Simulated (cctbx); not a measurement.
# Solving a structure by charge flipping

Cell a = 4.1930 Å, b = 4.1930 Å, c = 4.1930 Å, α = 90.00°, β = 90.00°, γ = 90.00°; space group Pm-3m (no. 221); content Hf3 Mo1.

Simulated single-crystal data (cctbx): synchrotron X-rays, λ = 0.6889 Å, to d = 0.65 Å, 80 % of the full sphere, strongest reflection 5000 counts, noise from counting, a 4 % proportional error and a noise floor of 4 counts (s.d.); no absorption.

Charge flipping in P1 on normalised amplitudes to 0.65 Å, δ = 1.1 σ, 30 % of the reflections treated as weak, 150 cycles:

```text
cycle      R  skewness
    0  0.468     0.46
   12  0.325     5.46
   24  0.250     4.86
   36  0.244     4.81
   48  0.235     4.74
   60  0.243     4.79
   72  0.233     4.67
   84  0.243     4.71
   96  0.232     4.62
  108  0.242     4.64
  120  0.238     4.50
  132  0.250     4.50
  144  0.243     4.63
origin shift          correlation  skewness
 0.305  0.019  0.305      0.898      6.12
 0.305  0.519  0.305      0.897      6.14
 0.305  0.019  0.805      0.897      6.33
 0.305  0.519  0.805      0.897      6.11
taken: symmetry correlation 0.897, skewness 6.33
peak      x       y       z  mult  height/sigma
Q1    0.0000  0.0000  0.5000    3     14.8
Q2    0.5000  0.5000  0.5000    1     11.6
Q3    0.2916  0.2916  0.2916    8      1.3
Q4    0.0000  0.5000  0.5000    3      0.8
Q5    0.1998  0.1998  0.5000   12      0.6
Q6    0.0000  0.0000  0.0000    1      0.5
```

The origin is taken among those within 0.04 of the best correlation, by the skewness of the map.

It took 2.1 s on 1 thread of Arm Neoverse N1 (shared host), peak memory 0.07 GiB.

**Question.** Which peaks are atoms, and which elements?

Heights go roughly as Z and multiplicities must add up to the content. First model: Q1 = Hf1 (3 in the cell, height 14.8) and Q2 = Mo1 (1 in the cell, height 11.6). Against the true structure, Q1 is Hf and Q2 is Mo; the other peaks are not atoms.

Least squares on F², isotropic:

```text
Rint 0.040, 48 unique reflections to 0.65 A
cycle     R1     wR2    GooF  max shift (A)
   1  0.1891  0.3952  19.624   0.00000
   2  0.0092  0.0199   0.989   0.00000
final R1 0.0092 wR2 0.0199 GooF 0.989  parameters 2  data/parameter 24.0
atom        x        y        z      Ueq    occ   su(xyz)  su(Uiso or U11)
Hf1    0.00000  0.00000  0.50000   0.0031  1.000  0.00000  0.0001
Mo1    0.50000  0.50000  0.50000   0.0035  1.000  0.00000  0.0002
difference map: max 0.81 min -0.90 rms 0.26
Q1    0.2380  0.2380  0.2380    8    0.81  1.79 A from Hf1
Q2    0.1750  0.5000  0.5000    6    0.72  1.36 A from Mo1
Q3    0.0965  0.3488  0.3488   24    0.60  1.64 A from Hf1
Q4    0.3672  0.5000  0.5000    6    0.53  0.56 A from Mo1
Q5    0.0000  0.0000  0.2353    6    0.48  1.11 A from Hf1
```

Anisotropic refinement:

```text
Rint 0.040, 48 unique reflections to 0.65 A
cycle     R1     wR2    GooF  max shift (A)
   1  0.0092  0.0200   1.003   0.00000
   2  0.0092  0.0199   0.999   0.00000
final R1 0.0092 wR2 0.0199 GooF 0.999  parameters 3  data/parameter 16.0
atom        x        y        z      Ueq    occ   su(xyz)  su(Uiso or U11)
Hf1    0.00000  0.00000  0.50000   0.0031  1.000  0.00000  0.0001
Mo1    0.50000  0.50000  0.50000   0.0035  1.000  0.00000  0.0002
difference map: max 0.81 min -0.90 rms 0.26
Q1    0.2377  0.2377  0.2377    8    0.81  1.79 A from Hf1
Q2    0.1749  0.5000  0.5000    6    0.72  1.36 A from Mo1
Q3    0.0964  0.3486  0.3486   24    0.61  1.64 A from Hf1
Q4    0.3665  0.5000  0.5000    6    0.53  0.56 A from Mo1
Q5    0.0000  0.0000  0.2349    6    0.49  1.11 A from Hf1
Q6    0.1042  0.1042  0.4212   24    0.45  0.70 A from Hf1
```

**Reading.** The refinement ends at R1 = 0.0092, wR2 = 0.0199, GooF = 1.00, with difference density between -0.90 and 0.81 e/Å³. Every site matches the true model in element, within 0.001 Å r.m.s., up to an allowed shift of origin.

True model:

```
atom  mult.    x    y  z  Ueq (Å²)
 Hf1      3  1/2  1/2  0    0.0033
 Mo1      1    0    0  0    0.0039
```

The model is made up (kin elements in a known structure type, no relaxation), so it says nothing on whether the phase exists.

[Middle refinement cycles are left out of these outputs.]

[Logs are printed without paths, hosts, clocks, repeated set-up lines and the standing remarks that a program may print on its own settings, such as how far it seeks lower states.]
